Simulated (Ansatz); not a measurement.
# SnO2 (Cassiterite): band gap by G0W0 on PBE

How far does one-shot GW move the PBE gap of SnO2 (Cassiterite)?

Calculated with Ansatz 0.2.0; PBE, then G0W0 on it, plane waves, PAW.

**Experimental background.**

- Gap 3.6 eV: experimental gap quoted from earlier work; bulk crystal (quoted in “Study on the Photocatalytic Properties of Flower-Shaped SnO2”, 2022, pmc:9565917).

## (1) Starting point

It takes space group P4_2/mnm (No. 136, tetragonal). Conventional cell: a = 4.738 Å, b = 4.738 Å, c = 3.187 Å, α = 90.00°, β = 90.00°, γ = 90.00°. Sn has 6 O at 2.05 to 2.06 Å nearest. Nearest to O lie 3 Sn at 2.05 to 2.06 Å. Farther neighbours and most contacts between anions are not listed.

The cell and positions come from the Crystallography Open Database and are kept as given unless a step says otherwise. The default PAW set here is soft_2. Its files were made with PBE.

## (2) Bands along the symmetry lines

Levels along a band path and on the mesh show where this functional puts the band edges.

This step: DFT, PBE, plane waves, PAW.

input.yaml reads:

```yaml
crystal:
  lattice:
    - [4.738, 0.0, 0.0]
    - [0.0, 4.738, 0.0]
    - [0.0, 0.0, 3.1865]
  atoms:
    - { symbol: Sn, position: [0.0, 0.0, 0.0] }
    - { symbol: Sn, position: [0.5, 0.5, 0.5] }
    - { symbol: O, position: [0.3071, 0.3071, 0.0] }
    - { symbol: O, position: [0.1929, 0.8071, 0.5] }
    - { symbol: O, position: [0.6929, 0.6929, 0.0] }
    - { symbol: O, position: [0.8071, 0.1929, 0.5] }
kpoints:
  mp_grid: { grid: [6, 6, 8] }
  band_path:
    path:
      - [[0.0, 0.0, 0.0], [0.0, 0.5, 0.0], [0.5, 0.5, 0.0], [0.0, 0.0, 0.0], [0.0, 0.0, 0.5], [0.0, 0.5, 0.5], [0.5, 0.5, 0.5], [0.0, 0.0, 0.5]]
      - [[0.0, 0.5, 0.0], [0.0, 0.5, 0.5]]
      - [[0.5, 0.5, 0.0], [0.5, 0.5, 0.5]]
    npoints: 10
hamiltonian:
  xc: pbe
scf:
  occupations: { method: fermi_dirac, width: 0.02 }
  n_extra_bands: 6
output:
  eigenvalues: true
  forces: true
  stress: true
  write_density: true
  write_potential: true
  elf: true
  volumetric_format: npy
```

Command:

```console
$ ansatz run input.yaml --threads 3 --pin off --max-ram 64512MiB --backend cuda --events-out ev --progress --plain --runs-dir out --devices 1 --max-vram 24GiB  # rebuilt from the run's record
```

Numbers of over 12 decimals in the logs are rounded to 6 here.

The program printed:

```text
scf.n_extra_bands = 6 over 26 filled bands (N_el = 52.0): the run solves 32 bands
GPUs: using 1 of 1 available (devices: 1).
Engine: ansatz 0.2.0, x86_64-unknown-linux-gnu
Pseudopotentials: kind: paw
Pseudopotential: Sn, paw, valence charge 14, recommended cutoff 420 eV (normal), Sn.paw.azcp
Pseudopotential: O, paw, valence charge 6, recommended cutoff 420 eV (normal), O.paw.azcp
Functional definition: PBE
  parameter kappa = 0.804
  parameter beta = 0.066725
  exchange = pbe_x(kappa = kappa, mu = beta*pi^2/3)
  correlation = pbe_c(beta = beta)
device memory: the entry about to start is reckoned to put 2.2 GiB on a device that reports 67.9 GiB free (of which the cap on the GPU budget leaves the run 24.0 GiB)
GPU FFT provider: cuFFT
GPU libraries: cuBLAS 13.8.2, cuFFT 12.4.0, cuSOLVER 12.3.4
Crystal: 6 atoms, lattice volume = 71.533 Å³
Basis set: ecut = 420 eV, 1411 PW (Γ), exchange–correlation on 64×64×48 points (8 copies of the dense FFT grid, shifted against one another)
Bands: 32, of which v1, the nominal top of the filled ones, is band 26 counted from 1 (25 counted from 0)
Symmetry: 16 space group operations
Space group: P42/mnm (ITA 136), of the structure as read, at distance tolerance 4.2e-5 Å
k-points: 50 of 288
Non-local potential: Sn, projectors of the file, l = 0: 2, l = 1: 2, l = 2: 2, l = 3: 2
Non-local potential: O, projectors of the file, l = 0: 2, l = 1: 2, l = 2: 1
PAW form: soft (Blöchl's): semilocal exchange-correlation on the pseudo side does not see the compensation charge
PAW one-centre angular grid: Sn, 590 points (default); XC on 64 Gauss nodes
PAW one-centre angular grid: O, 110 points (default); XC on 64 Gauss nodes
Initial density: superposition of atomic densities (neutral atoms: chi_scale 0, normalization atom), corrected by the library's trained network
Initial wavefunctions: pseudopotential atomic-orbital guess
GPU buffer pool allocated for 24576 grid points (all kernels)
GPU transforms: local potential and band sums: pruned to the plane-wave sphere, on 32×32×24
Functional: x = pbe(κ = 0.804, μ = 0.219515), c = pbe(β = 0.066725)
SCF iter   1: F=—  HF=-14317.837964 eV  |F-HF|=—  |Δ(HF+E_count)|=         —  Δρ=1.08e-3  dr2=2.60e-4  ethr=1.77e-3  ⟨swp⟩=6.8  Hψ=7258  notcnv=0
preconditioner: auto → Resta (q_TF=auto, 2.587 Å⁻¹)  ε∞=3.6  [insulator: Δε(μ)=1.283 eV  Ē_g=19.758 eV  σ=0.020 eV  W_gap=1.00  n_scr=18 (ndim 8)  ℏωp=31.7 eV  f_vac=0.027  D(μ)=0.00/eV (n_scr^D=0)  ε∞_Penn≈3.6]
SCF iter   2: F=—  HF=-14317.839033 eV  |F-HF|=—  |Δ(HF+E_count)|=   1.07e-3  Δρ=5.91e-4  dr2=7.77e-5  ethr=5.00e-7  ⟨swp⟩=3.0  Hψ=3748  notcnv=0  defer=44
SCF iter   3: F=—  HF=-14317.839507 eV  |F-HF|=—  |Δ(HF+E_count)|=   4.74e-4  Δρ=1.99e-4  dr2=1.95e-5  ethr=1.49e-7  ⟨swp⟩=2.8  Hψ=2770  notcnv=0  defer=44
SCF iter   4: F=—  HF=-14317.839522 eV  |F-HF|=—  |Δ(HF+E_count)|=   1.55e-5  Δρ=4.42e-5  dr2=7.62e-7  ethr=3.75e-8  ⟨swp⟩=2.0  Hψ=2128  notcnv=0  defer=44
iter 5 did not close the SCF: its close was put off for the readings that it lacked (scf_convergence_deferred on its scf_iter line)
SCF iter   5: F=-14317.839524 eV  HF=-14317.839523 eV  |F-HF|=1.92e-7  |Δ(HF+E_count)|=   1.01e-6  Δρ=1.49e-5  dr2=9.57e-8  ethr=1.46e-9  ⟨swp⟩=2.0  Hψ=2625  notcnv=0  defer=44
SCF iter   6: F=-14317.839524 eV  HF=-14317.839524 eV  |F-HF|=1.17e-8  |Δ(HF+E_count)|=   2.15e-7  Δρ=4.00e-6  dr2=6.25e-9  ethr=1.84e-10  ⟨swp⟩=10.5  Hψ=11286  notcnv=0
SCF 1 converged in 6 iterations: F = -14317.839524 eV  dr2 = 6.25e-9
  greatest PAW one-centre occupation: 0.996 electrons in one spin orbital (limit 2), on the Sn atom at site 0 (counted from 0), in its partial waves of l = 2
device memory: the entry about to start is reckoned to put 2.8 GiB on a device that reports 67.4 GiB free (of which the cap on the GPU budget leaves the run 24.0 GiB)
NSCF: frozen V_eff on 93 k-points, pencils in batches of 32, up to order 144
SCF converged after 6 iterations
Free energy (F): -14317.839524 eV
Harris-Foulkes:  -14317.839524 eV  (|F-HF|=1.17e-8)
Internal energy: -14317.839524 eV  (E = F + TS)
E sigma→0 (E₀):  -14317.839524 eV
Fermi energy:    10.167741 eV
--- Per-component energies (eV) ---
  E_band       = -114.469769
  E_kinetic    = 1085.322191
  E_local      = -2860.960733  (includes V_loc(G=0)·N_el)
  E_nonlocal   = 134.899745
  E_hartree    = 1491.154566
  E_xc         = -1054.969018
  E_vxc        = -564.083551  (∫ρ·V_xc dr)
  E_paw        = -8930.444512  (= ΣΔE_a)
  E_vpaw       = -891.967489  (= ΣTr[D̂ρ^β])
  E_aug_tail   = 0.010016  (compensation charges beyond the density's cutoff)
  E_ewald      = -4182.851779
  E_smearing   = -0.000000  (= −TS)
  E_closure    = -0.000000  (closes the sum)
  Σ components = -14317.839524   (vs F -14317.839524, Δ=0.00e0)
--- Forces (eV/Å), atoms counted from 1 ---
  atom   1  Sn    -0.00000000    -0.00000000    -0.00000000
  atom   2  Sn     0.00000000    -0.00000000     0.00000000
  atom   3  O     -0.19464805    -0.19464805     0.00000000
  atom   4  O      0.19464805    -0.19464805    -0.00000000
  atom   5  O      0.19464805     0.19464805    -0.00000000
  atom   6  O     -0.19464805     0.19464805     0.00000000
  max |Σ_I F_I| component: 2.78e-17 eV/Å
--- Stress (GPa, compression-positive) ---
       10.098216       0.000000       0.000000
        0.000000      10.098216       0.000000
        0.000000       0.000000      13.046926
  P = ⅓ Tr σ = 11.0811 GPa (110.811 kbar)
--- Band table (eV; the first three rows and the last of 50) ---
  k-point 0: bands = [... 22 lower, 8.3043, 8.7527, 8.7527, 9.5266, 10.8087, 15.6950, 15.8965, 15.8965, ... 2 higher]
  k-point 1: bands = [... 22 lower, 7.7253, 8.7887, 8.7887, 9.3960, 11.7694, 16.0127, 16.5476, 16.5476, ... 2 higher]
  k-point 2: bands = [... 22 lower, 7.0099, 8.6885, 8.6885, 9.0265, 13.3846, 16.4831, 17.9792, 17.9792, ... 2 higher]
  k-point 49: bands = [... 22 lower, 8.5576, 8.5576, 8.6922, 8.6922, 14.4668, 14.4668, 18.4241, 18.4241, ... 2 higher]
```

Run time: 4.1 s. Hardware: 1 × NVIDIA H100 80GB HBM3 (shared by 3 runs) with 3 threads of AMD EPYC 7R13 (Zen 3), shared host; peak memory 0.97 GiB.

In the SCF lines HF is the Harris–Foulkes energy and dr2 the Hartree energy of the density residual, in eV; the loop may stop once dr2 is under the threshold and the program's other checks hold. Hψ counts applications of the Hamiltonian.

This step gave:

```
pressure             : 11.08 GPa
filled bands         : 26
gap                  : 1.282 eV
valence top at       : Γ
conduction bottom at : Γ
least direct gap     : 1.282 eV
```

Over mesh and path the gap is 1.282 eV, direct, at k = Γ. The pressure in this cell is 11 GPa; the cell is kept.

Electronic bands along the path, in eV, zero at the top of the highest nominally filled band:

| point | band 23 | band 24 | band 25 | band 26 | band 27 | band 28 | band 29 | band 30 |
| --- | --- | --- | --- | --- | --- | --- | --- | --- |
| Γ | -1.22 | -0.77 | -0.77 | 0.00 | 1.28 | 6.17 | 6.37 | 6.37 |
| halfway | -1.21 | -1.19 | -0.74 | -0.29 | 2.57 | 5.71 | 6.63 | 6.81 |
| X | -1.18 | -1.18 | -0.63 | -0.63 | 4.45 | 4.45 | 7.11 | 7.11 |
| halfway | -1.24 | -1.24 | -0.77 | -0.77 | 4.65 | 4.65 | 7.34 | 7.34 |
| M | -1.30 | -1.30 | -0.90 | -0.90 | 4.85 | 4.85 | 7.54 | 7.54 |
| halfway | -1.26 | -1.18 | -0.83 | -0.48 | 3.35 | 5.44 | 6.99 | 7.09 |
| Γ | -1.22 | -0.77 | -0.77 | 0.00 | 1.28 | 6.17 | 6.37 | 6.37 |
| halfway | -2.52 | -0.84 | -0.84 | -0.50 | 3.86 | 6.96 | 8.45 | 8.45 |
| Z | -1.65 | -1.65 | -1.26 | -1.26 | 6.24 | 6.24 | 9.79 | 9.79 |
| halfway | -1.42 | -1.42 | -1.12 | -1.12 | 6.35 | 6.35 | 8.85 | 8.85 |
| R | -1.10 | -1.10 | -0.69 | -0.69 | 6.52 | 6.52 | 8.09 | 8.09 |
| halfway | -1.02 | -1.02 | -0.98 | -0.98 | 5.55 | 5.55 | 8.73 | 8.73 |
| A | -0.97 | -0.97 | -0.83 | -0.83 | 4.94 | 4.94 | 8.90 | 8.90 |
| halfway | -1.27 | -1.25 | -1.04 | -0.97 | 5.72 | 6.25 | 8.05 | 9.93 |
| Z | -1.65 | -1.65 | -1.26 | -1.26 | 6.24 | 6.24 | 9.79 | 9.79 |
| jump to X | -1.18 | -1.18 | -0.63 | -0.63 | 4.45 | 4.45 | 7.11 | 7.11 |
| halfway | -1.26 | -1.26 | -0.83 | -0.83 | 5.60 | 5.60 | 8.79 | 8.79 |
| R | -1.10 | -1.10 | -0.69 | -0.69 | 6.52 | 6.52 | 8.09 | 8.09 |
| jump to M | -1.30 | -1.30 | -0.90 | -0.90 | 4.85 | 4.85 | 7.54 | 7.54 |
| halfway | -0.87 | -0.87 | -0.86 | -0.86 | 5.18 | 5.18 | 8.82 | 8.82 |
| A | -0.97 | -0.97 | -0.83 | -0.83 | 4.94 | 4.94 | 8.90 | 8.90 |

Electrostatic potential energy in the ab plane at fractional z = 0.000, with atoms of Sn and O within 0.2 Å of it. With pseudopotentials it is smooth inside the atoms' cores, unlike the true potential.

Ten even steps from '_' (-33 eV) to '@' (29 eV), each cell a mean:
```
@@%%==++############**==++@@
**====**############**++==++
==++**##########++--::++++==
****############::____::****
##############**::____--####
################++::::++####
##################**########
######**==++**##############
####**::__..++##############
####++______==##############
++**++::__::**##########**++
====++++++**##########**====
@@**==**############**++==%%
@@@@==++############**==**@@
```
Columns run along a (4.7 Å; values clipped at the 3rd and 97th percentile), rows up along b (4.7 Å). Atoms in or near the plane, at fractional coordinates: Sn at (0.00, 0.00), O at (0.31, 0.31), O at (0.69, 0.69).

ELF in the ab plane at fractional z = 0.000, with atoms of Sn and O within 0.2 Å of it. It is the smooth field of the valence electrons, not physical close to the nuclei.

Ten even steps from '_' (0.00) to '@' (0.83), each cell a mean:
```
____::..______..::--::::..__
..::::..______==##%%##==::..
::::..______::##@@@@@@%%==::
....________--%%@@****@@##::
____________::##@@****@@%%--
______........==%%@@@@@@##::
__..--****==....==##%%##==..
__==%%@@@@%%++....::--::____
..++@@@@##%%%%==..__________
..++@@%%==##@@**..__________
..--##@@%%@@@@**..______....
::::--##@@@@%%--______..::::
__..::--++++==..____..::::__
____::......________..::..__
```
Columns run along a (4.7 Å), rows up along b (4.7 Å). Atoms in or near the plane, at fractional coordinates: Sn at (0.00, 0.00), O at (0.31, 0.31), O at (0.69, 0.69).

(Continued in part 2 of 2.)

[Paths, hosts, dates, memory and timing lines, banners, echoed tables and standing remarks are left out of the program output.]

[Logs are printed without paths, hosts, clocks, repeated set-up lines and the standing remarks that a program may print on its own settings, such as how far it seeks lower states.]

[Runs of the session that timed out or met a known fault of the program may be left out.]

[Cells called generated may have been cut or substituted from an entry of the Crystallography Open Database or the Materials Project.]

[Hosts, paths, dates, database ids (printed as entryN), source tags and the programs' standing remarks are cut or masked in the printed files.]

[Where an RPA ε∞ is given, it is that of the G0W0 mesh and is not shown converged in it. Names of k-points follow the symmetry that the program found, which can be lower than the space group named. Band edges on a path are those of the sampled points; other points can move an edge, and change direct to indirect where valleys lie close.]

[Hybrid gaps are those of their k-mesh and are not shown converged in it.]
